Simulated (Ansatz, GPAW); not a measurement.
# Work function of OH/Nb(110) at several levels, part 2 of 3

Aim: the work function of both faces of OH/Nb(110), and its spread over functionals and bases.

GPAW 26.7.0 and Ansatz 0.2.0; Ansatz plane waves; slab in vacuum with a dipole correction, relaxation (the session's first sound run).

So far, upper work function (eV): step 2 (relaxing the atoms, PBE) 3.13; step 3 (plane waves, PBE) 3.14.

## (4) Self-consistent run: xc = "RPBE"

The same geometry under RPBE, to see how far the functional moves the levels against the vacuum.

Contents of run.py:

```python
import json
import numpy as np
from ase import Atoms
from gpaw import GPAW, PW

slab = Atoms(
    ['Nb', 'Nb', 'Nb', 'Nb', 'Nb', 'Nb', 'Nb', 'Nb', 'Nb', 'Nb', 'Nb', 'Nb', 'Nb', 'Nb', 'Nb', 'Nb', 'O', 'H'],
    positions=[
        [0.00000, 0.00000, 7.00000],
        [2.33345, 0.00000, 9.33345],
        [0.00293, 0.00016, 11.71062],
        [2.37011, -0.03843, 14.04077],
        [2.33345, 1.65000, 7.00000],
        [4.66690, 1.65000, 9.33345],
        [2.33053, 1.64984, 11.71062],
        [4.61238, 1.57899, 13.90529],
        [2.33345, -1.65000, 7.00000],
        [4.66690, -1.65000, 9.33345],
        [2.34490, -1.65783, 11.66976],
        [4.63025, -1.61157, 14.04077],
        [4.66690, 0.00000, 7.00000],
        [7.00036, 0.00000, 9.33345],
        [4.65546, 0.00783, 11.66976],
        [7.05488, 0.07101, 13.90529],
        [1.16673, 0.82500, 15.56874],
        [1.16673, 0.82500, 16.53708]],
    cell=[[4.6669, -3.3, 0.0], [4.6669, 3.3, 0.0], [0.0, 0.0, 23.78261]],
    pbc=[True, True, False])

slab.calc = GPAW(mode=PW(500), xc='RPBE', kpts={'size': (6, 6, 1), 'gamma': True},
                 occupations={'name': 'fermi-dirac', 'width': 0.1}, nbands='160%',
                 convergence={'density': 1e-05}, maxiter=200,
                 poissonsolver={'dipolelayer': 'xy'},
                 symmetry={'tolerance': 1e-3}, txt='slab.txt')
result = {}
energy = slab.get_potential_energy()
fermi = slab.calc.get_fermi_level()
v = slab.calc.get_electrostatic_potential().mean((0, 1)) - fermi
n = slab.calc.get_pseudo_density().mean((0, 1))
L = slab.cell[2, 2]
z = np.arange(len(v)) * L / len(v)
low, high = slab.positions[:, 2].min(), slab.positions[:, 2].max()
below, above = np.interp([low - 4.8, high + 4.8], z, v)
slopes = [np.interp(x, z, np.gradient(v, z)) for x in (low - 4.8, high + 4.8)]
eps = np.array([[slab.calc.get_eigenvalues(k, s) for k in range(len(slab.calc.get_ibz_k_points()))]
                for s in range(slab.calc.get_number_of_spins())]) - fermi
top, bottom = eps[eps < 0].max(), eps[eps > 0].min()
dipole = slab.get_dipole_moment()[2]
print(f'energy {energy:.4f} eV, Fermi level {fermi:.4f} eV, dipole {dipole:.5f} e A')
print(f'potential 4.8 A off the faces, from the Fermi level: lower {below:.4f} eV, upper {above:.4f} eV')
print(f'slope of the potential there: lower {slopes[0]:.5f}, upper {slopes[1]:.5f} eV/A')
print(f'nearest levels on the mesh: {top:.4f} and {bottom:.4f} eV')
print('magnetic moment', round(slab.get_magnetic_moment(), 3))
result.update(energy=energy, fermi=fermi, dipole=dipole, below=below, above=above, slopes=slopes, edges=[top, bottom],
              z=z.tolist(), v=v.tolist(), n=n.tolist(), positions=slab.positions.tolist(),
              forces=slab.get_forces(apply_constraint=False).tolist(), moments=slab.get_magnetic_moments().tolist())
json.dump(result, open('result.json', 'w'))
```

Launch:

```bash
$ OMP_NUM_THREADS=1 OPENBLAS_NUM_THREADS=1 python run.py
```

Wall time 2.2 h (1 thread of Arm Neoverse N1, shared host); peak memory 1.6 GiB.

Numbers from this step:

* dipole along the normal: 0.2340 e·Å
* levels nearest the Fermi level on the mesh: -0.002057, 0.01032 eV from the Fermi level
* upper work function: 3.027 eV
* lower work function: 4.400 eV

Electrostatic potential energy of an electron (without an applied field's), less the Fermi level, planar mean against z:

```
z (Å)  electrostatic potential energy of an electron (without an applied field's), less the Fermi level, planar mean (eV)
  0.0                                                                                                                3.71
  0.5                                                                                                                4.40
  1.0                                                                                                                4.40
  1.5                                                                                                                4.40
  2.0                                                                                                                4.40
  2.5                                                                                                                4.40
  3.0                                                                                                                4.39
  3.5                                                                                                                4.38
  4.0                                                                                                                4.33
  4.5                                                                                                                4.17
  5.0                                                                                                                3.71
  5.5                                                                                                                2.33
  6.0                                                                                                               -1.61
  6.5                                                                                                               -13.0
  7.0                                                                                                               -25.1
  7.5                                                                                                               -12.6
  8.0                                                                                                               -1.85
  8.5                                                                                                               -3.91
  9.0                                                                                                               -18.2
  9.5                                                                                                               -23.1
 10.0                                                                                                               -7.48
 10.5                                                                                                               -1.11
 11.0                                                                                                               -6.89
 11.5                                                                                                               -22.5
 12.0                                                                                                               -19.0
 12.5                                                                                                               -4.46
 13.0                                                                                                               -2.43
 13.5                                                                                                               -13.6
 14.0                                                                                                               -24.9
 14.5                                                                                                               -12.4
 15.0                                                                                                               -1.96
 15.5                                                                                                              -0.794
 16.0                                                                                                                2.16
 16.5                                                                                                                2.44
 17.0                                                                                                                2.81
 17.5                                                                                                                2.97
 18.0                                                                                                                3.01
 18.5                                                                                                                3.02
 19.0                                                                                                                3.02
 19.5                                                                                                                3.03
 20.0                                                                                                                3.03
 20.5                                                                                                                3.03
 21.0                                                                                                                3.03
 21.5                                                                                                                3.03
 22.0                                                                                                                3.03
 22.5                                                                                                                3.03
 23.0                                                                                                                3.03
 23.5                                                                                                                3.19
```

The pseudo valence density, planar mean oscillates, so the rows of the table below give means over windows of 2.28 Å about each position, cut where the curve ends. Its maxima inside the range that stand out by 2 % of the span (Å: e/Å³): 7.0: 1.56, 9.3: 1.56, 11.6: 1.51, 13.9: 1.50, 15.6: 0.266. Its minima: 8.2: 0.262, 10.5: 0.253, 12.7: 0.284, 15.0: 0.216.

Table of pseudo valence density, planar mean by z; means over each step:

```
z (Å)  pseudo valence density, planar mean (e/Å³)
 1.14                                      8.4e-6
 3.42                                     0.00142
 5.70                                       0.265
 7.98                                       0.711
10.26                                       0.700
12.54                                       0.742
14.82                                       0.614
17.10                                      0.0281
19.38                                      5.8e-5
```

Force by atom:

```
atom  x (eV/Å)  y (eV/Å)  z (eV/Å)   size
 Nb1     0.015    -0.002     0.202  0.202
 Nb2    -0.018    -0.008    -0.275  0.276
 Nb3     0.002     0.003    -0.002  0.004
 Nb4     0.048    -0.035     0.014  0.061
 Nb5    -0.015     0.002     0.202  0.202
 Nb6    -0.068     0.056    -0.362  0.372
 Nb7    -0.002    -0.003    -0.002  0.004
 Nb8     0.002     0.003     0.101  0.101
 Nb9     0.019     0.006     0.219  0.220
Nb10     0.018     0.008    -0.275  0.276
Nb11    -0.006     0.009    -0.007  0.013
Nb12    -0.048     0.035     0.014  0.061
Nb13    -0.019    -0.006     0.219  0.220
Nb14     0.068    -0.056    -0.362  0.372
Nb15     0.006    -0.009    -0.007  0.013
Nb16    -0.002    -0.003     0.101  0.101
 O17     0.000     0.000     0.049  0.049
 H18     0.000     0.000     0.213  0.213
```

The upper face's work function is 3.027 eV, against 3.140 eV in the first plane-wave PBE run at this geometry.

## (5) Self-consistent run: xc = "LDA"

The same geometry under LDA, to see how far the functional moves the levels against the vacuum.

Edit run.py of step 4 so:

```diff
@@ -29,3 +29,3 @@
 
-slab.calc = GPAW(mode=PW(500), xc='RPBE', kpts={'size': (6, 6, 1), 'gamma': True},
+slab.calc = GPAW(mode=PW(500), xc='LDA', kpts={'size': (6, 6, 1), 'gamma': True},
                  occupations={'name': 'fermi-dirac', 'width': 0.1}, nbands='160%',
```

Wall time 2.2 h (1 thread); peak memory 1.7 GiB.

This step gave:

| Quantity | Value |
| --- | --- |
| dipole along the normal | 0.2395 e·Å |
| levels nearest the Fermi level on the mesh | -0.006048, 0.008050 eV from the Fermi level |
| upper work function | 3.372 eV |
| lower work function | 4.777 eV |

Electrostatic potential energy of an electron (without an applied field's), less the Fermi level, planar mean against z:

```
z (Å)  electrostatic potential energy of an electron (without an applied field's), less the Fermi level, planar mean (eV)
  0.0                                                                                                                4.08
  0.5                                                                                                                4.78
  1.0                                                                                                                4.78
  1.5                                                                                                                4.78
  2.0                                                                                                                4.78
  2.5                                                                                                                4.78
  3.0                                                                                                                4.77
  3.5                                                                                                                4.76
  4.0                                                                                                                4.71
  4.5                                                                                                                4.56
  5.0                                                                                                                4.09
  5.5                                                                                                                2.71
  6.0                                                                                                               -1.25
  6.5                                                                                                               -12.6
  7.0                                                                                                               -24.8
  7.5                                                                                                               -12.3
  8.0                                                                                                               -1.50
  8.5                                                                                                               -3.56
  9.0                                                                                                               -17.9
  9.5                                                                                                               -22.8
 10.0                                                                                                               -7.14
 10.5                                                                                                              -0.756
 11.0                                                                                                               -6.55
 11.5                                                                                                               -22.2
 12.0                                                                                                               -18.7
 12.5                                                                                                               -4.11
 13.0                                                                                                               -2.08
 13.5                                                                                                               -13.3
 14.0                                                                                                               -24.6
 14.5                                                                                                               -12.1
 15.0                                                                                                               -1.54
 15.5                                                                                                              -0.379
 16.0                                                                                                                2.57
 16.5                                                                                                                2.82
 17.0                                                                                                                3.17
 17.5                                                                                                                3.32
 18.0                                                                                                                3.36
 18.5                                                                                                                3.37
 19.0                                                                                                                3.37
 19.5                                                                                                                3.37
 20.0                                                                                                                3.37
 20.5                                                                                                                3.37
 21.0                                                                                                                3.37
 21.5                                                                                                                3.37
 22.0                                                                                                                3.37
 22.5                                                                                                                3.37
 23.0                                                                                                                3.37
 23.5                                                                                                                3.54
```

The upper face's work function is 3.372 eV, against 3.140 eV in the first plane-wave PBE run at this geometry.

## (6) Self-consistent run: xc = "vdW-DF2"

The same geometry under vdW-DF2, to see how far the functional moves the levels against the vacuum (the van der Waals functionals take revPBE setups).

Edit run.py of step 5 so:

```diff
@@ -29,3 +29,3 @@
 
-slab.calc = GPAW(mode=PW(500), xc='LDA', kpts={'size': (6, 6, 1), 'gamma': True},
+slab.calc = GPAW(mode=PW(500), xc='vdW-DF2', kpts={'size': (6, 6, 1), 'gamma': True},
                  occupations={'name': 'fermi-dirac', 'width': 0.1}, nbands='160%',
```

The job ended after 2.2 h (1 thread; peak memory 2.2 GiB).

Numbers from this step:

```yaml
dipole_along_the_normal: 0.2094 e·Å
levels_nearest_the_fermi_level_on_the_mesh: -0.003397, 0.008503 eV from the Fermi level
upper_work_function: 3.555 eV
lower_work_function: 4.783 eV
```

The upper face's work function is 3.555 eV, against 3.140 eV in the first plane-wave PBE run at this geometry.

(Continued in part 3 of 3.)

[Logs are printed without paths, hosts, clocks, repeated set-up lines and the standing remarks that a program may print on its own settings, such as how far it seeks lower states.]

[Hosts, paths, dates, database ids (printed as entryN), source tags and the programs' standing remarks are cut or masked in the printed files.]
